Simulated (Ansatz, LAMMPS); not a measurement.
# A frame of liquid dimethylformamide from 298 K (108 atoms): geometry optimisation, part 4 of 4

Wanted: the relaxed structure of a frame of liquid dimethylformamide from 298 K (108 atoms) and its electronic structure.

Ansatz 0.2.0; Kohn-Sham DFT, PBE+D3(BJ), PAW (set soft_2), plane waves.

The cell: 27 C, 9 N, 9 O and 63 H. The network of contacts between molecules at the start is that of the classical potential that made the cell. The density was typed from a rule of thumb and may lie off the real one at this temperature. The Brillouin zone is sampled at Γ only, in a cell whose shortest periodic width is 10 Å.

So far, density (g/cm³): step 5 (structure statistics after relaxation) 0.945.

## 6. Single point at the relaxed geometry (continued)

A closer look about N2, one of the 9 N atoms: 11 atoms, nearest first, numbered in the order of the input, with positions taken from that point.

| atom | x | y | z | distance (Å) | bonds | Löwdin charge (e) |
| --- | --- | --- | --- | --- | --- | --- |
| N2 | 0.00 | 0.00 | 0.00 | 0.00 | 3 | -0.07 |
| C4 | 0.70 | -1.09 | 0.40 | 1.36 | 3 | 0.29 |
| C1 | -0.87 | 0.71 | 0.92 | 1.45 | 4 | -0.34 |
| C3 | 0.14 | 0.53 | -1.35 | 1.45 | 4 | -0.36 |
| H12 | 0.47 | -1.38 | 1.45 | 2.05 | 1 | 0.17 |
| H10 | 0.90 | -0.06 | -1.87 | 2.07 | 1 | 0.22 |
| H8 | -0.96 | 0.13 | 1.85 | 2.09 | 1 | 0.21 |
| H7 | -1.87 | 0.85 | 0.49 | 2.11 | 1 | 0.18 |
| H11 | -0.82 | 0.44 | -1.89 | 2.11 | 1 | 0.19 |
| H9 | 0.41 | 1.59 | -1.32 | 2.11 | 1 | 0.21 |
| H6 | -0.47 | 1.71 | 1.16 | 2.12 | 1 | 0.19 |

The column of bonds counts only the pairs H-C within 1.34 Å, C-N within 1.79 Å, C-O within 1.62 Å; other neighbours, such as metal atoms beside each other in a compound, aren't counted, and periodic images can show an atom twice.

## 7. Other settings

Changed here: scf.occupations.method = "fermi_dirac" and scf.occupations.width = 0.15.

input.yaml

```yaml
crystal:
  lattice:
    - [10.49648, 0.0, 0.0]
    - [0.0, 10.49648, 0.0]
    - [0.0, 0.0, 10.49648]
  atoms:
    [... the 108 atom lines of step 3 ...]
kpoints:
  mp_grid: { grid: [1, 1, 1], shift: [0.0, 0.0, 0.0] }
hamiltonian:
  xc: pbe
  dispersion: d3bj
scf:
  occupations: { method: fermi_dirac, width: 0.15 }
output:
  forces: true
  stress: true
  populations: true
  dos:
    method: { smearing: { sigma: 0.1 } }
    de: 0.1
    projected: { site_lists: { C: [C], H: [H], "N": ["N"], O: [O] } }
  eigenvalues: true
```

Run with:

```bash
$ ansatz run input.yaml --threads 4 --pin off --max-ram 8192MiB --backend cpu --events-out ev --progress --plain --runs-dir out
```

Numbers of over 12 decimals in the logs are rounded to 6 here.

The log of the run:

```text
band count auto-derived: 248, from the close of a first SCF at 243 (N_el = 270.0; filled up to band 135; 243 by the electrons, moments and atoms)
[...]
Crystal: 108 atoms, lattice volume = 1156.461 Å³
Basis set: ecut = 420 eV, 22647 PW (Γ), exchange–correlation on 144×144×144 points (8 copies of the dense FFT grid, shifted against one another)
Bands: 243, of which v1, the nominal top of the filled ones, is band 135 counted from 1 (134 counted from 0)
Symmetry: 1 space group operations
[...]
k-points: 1
[...]
SCF iter   1: F=—  HF=-16347.982627 eV  |F-HF|=—  |Δ(HF+E_count)|=         —  Δρ=7.68e-3  dr2=6.14e-1  ethr=1.77e-3  ⟨swp⟩=6.0  Hψ=1132  notcnv=0  defer=22
[...]
SCF iter  10: F=—  HF=-16347.879902 eV  |F-HF|=—  |Δ(HF+E_count)|=   2.63e-8  Δρ=3.51e-6  dr2=1.39e-7  ethr=1.71e-10  ⟨swp⟩=2.0  Hψ=296  notcnv=0  defer=81
SCF iter  11: F=-16347.879902 eV  HF=-16347.879902 eV  |F-HF|=2.02e-9  |Δ(HF+E_count)|=   1.06e-8  Δρ=1.01e-6  dr2=1.13e-8  ethr=3.70e-11  ⟨swp⟩=16.0  Hψ=1431  notcnv=0
SCF 1, on 243 bands, converged in 11 iterations: F = -16347.879902 eV; the run's SCF on all bands comes behind
[...]
The result of the SCF on 243 bands, without a stress, told ahead of the SCF on all bands, whose result is the run's:
SCF converged after 11 iterations
Free energy (F): -16347.879902 eV
[...]
Internal energy: -16347.879864 eV  (E = F + TS)
E sigma→0 (E₀):  -16347.879883 eV
Entropy (-TS):   -0.000038 eV (-0.000 meV/atom)
Fermi energy:    1.199476 eV
[...]
Σ components = -16347.879902   (vs F -16347.879902, Δ=0.00e0)
--- Forces (eV/Å), atoms counted from 1 ---
  atom   1  C     -0.24312988    -1.17814395     1.00384981
  atom   2  N      0.59801910     2.30904510     0.85040629
  atom   3  C     -1.84781314    -2.91028443     0.32678426
  atom   4  C      1.20867294     0.61533022     0.40748692
[...]
atom 108  H     -0.37426219    -0.06905010     0.21467561
  max |Σ_I F_I| component: 4.75e-5 eV/Å
--- Band table (eV) ---
[...]
Bands: 248, of which v1, the nominal top of the filled ones, is band 135 counted from 1 (134 counted from 0)
[...]
SCF iter   1: F=—  HF=-16347.878898 eV  |F-HF|=—  |Δ(HF+E_count)|=         —  Δρ=2.24e-6  dr2=3.88e-8  ethr=2.83e-7  ⟨swp⟩=5.0  Hψ=1813  notcnv=0
eigensolver tolerance schedule: the retry pair's looser diagonalisation over-reported the residual by 19689.07 of it (diagonalisation noise at an unbounded share of the residual, at the tolerance the schedule requests for it); recorded, not acted on — ethr = c·dr2/N_el stays at c = 1.0e-1
[...]
SCF iter   2: F=—  HF=-16347.879902 eV  |F-HF|=—  |Δ(HF+E_count)|=   1.00e-3  Δρ=1.49e-6  dr2=2.33e-8  ethr=1.44e-11  ⟨swp⟩=14.0  Hψ=1376  notcnv=0
SCF iter   3: F=-16347.879902 eV  HF=-16347.879902 eV  |F-HF|=1.66e-9  |Δ(HF+E_count)|=   4.45e-9  Δρ=7.70e-7  dr2=5.30e-9  ethr=8.64e-12  ⟨swp⟩=2.0  Hψ=675  notcnv=0
SCF 2 converged in 3 iterations: F = -16347.879902 eV  dr2 = 5.30e-9
SCF converged after 14 iterations (11 of them on 243 bands)
Free energy (F): -16347.879902 eV
[...]
Internal energy: -16347.879864 eV  (E = F + TS)
E sigma→0 (E₀):  -16347.879883 eV
Entropy (-TS):   -0.000038 eV (-0.000 meV/atom)
Fermi energy:    1.199473 eV
[...]
Σ components = -16347.879902   (vs F -16347.879902, Δ=0.00e0)
--- Forces (eV/Å), atoms counted from 1 ---
  atom   1  C     -0.24312780    -1.17814514     1.00385155
  atom   2  N      0.59801746     2.30901987     0.85041157
  atom   3  C     -1.84780953    -2.91028647     0.32678421
  atom   4  C      1.20867339     0.61533097     0.40745763
[...]
atom 108  H     -0.37425758    -0.06905709     0.21468125
  max |Σ_I F_I| component: 4.52e-5 eV/Å
--- Stress (GPa, compression-positive) ---
        1.134611       0.335217      -0.488699
        0.335218       1.737520      -0.611534
       -0.488699      -0.611536       0.256219
  P = ⅓ Tr σ = 1.0428 GPa (10.428 kbar)
--- Band table (eV) ---
[...]
--- Löwdin populations: 108 sites ---
  site symbol       q [e]
     0      C      4.3583
     1      N      5.0755
     2      C      4.3550
[...]
107      H      0.8417
  spilling = 0.014065 (of n_electrons = 270.000000)
```

Wall time 15 s (4 threads of Intel Xeon Platinum 8488C (Sapphire Rapids), shared host); peak memory 1.2 GiB.

Geometry and reference: those of the single point at the start.

Forces differ from those of the single point at the start by 0.007 meV/Å r.m.s., 9.0e-4 % of their size. It took 2.0 times the reference's time (shared host, so rough).

## 8. Summary of results

| Quantity | Value |
| --- | --- |
| energy change in the relaxation | -45.33 meV/atom |
| r.m.s. displacement | 1.107 Å |
| largest displacement | 2.827 Å |
| free energy per atom | -151.4146 eV/atom |
| pressure | -0.3859 GPa |
| r.m.s. force component | 0.00514 eV/Å |
| gap (highest filled to lowest empty level) | 4.487 eV |
| wall time of the 4 DFT runs | 3 min |

Relaxation lowers the energy by 45.3 meV/atom and moves atoms by 1.1 Å r.m.s.; the r.m.s. force component goes from 0.86 to 0.0051 eV/Å, the pressure goes from 1.0 to -0.39 GPa, and the gap from 3.94 to 4.49 eV. By the final cutoffs no bond was broken or made. First to last step the energy falls by 4.895 eV; the largest move, 2.83 Å, is that of H81. The C-O bonds change most in mean length: from 1.223 Å (spread 0.015) to 1.238 Å (spread 0.001). By these cutoffs 67 % of C atoms have 4, all H atoms have 1, all N atoms have 3 and all O atoms have 1 bonded neighbour. Between filled and empty levels lie 4.49 eV (at Γ alone); a semilocal functional tends to put such gaps too low. In a disordered cell it changes from sample to sample and from frame to frame.

**Limits.** The network of contacts between molecules at the start is that of the classical potential that made the cell; in DFT atoms moved by 1.1 Å r.m.s.

[Logs are printed without paths, hosts, clocks, repeated set-up lines and the standing remarks that a program may print on its own settings, such as how far it seeks lower states.]

[Hosts, paths, dates, database ids (printed as entryN), source tags and the programs' standing remarks are cut or masked in the printed files.]
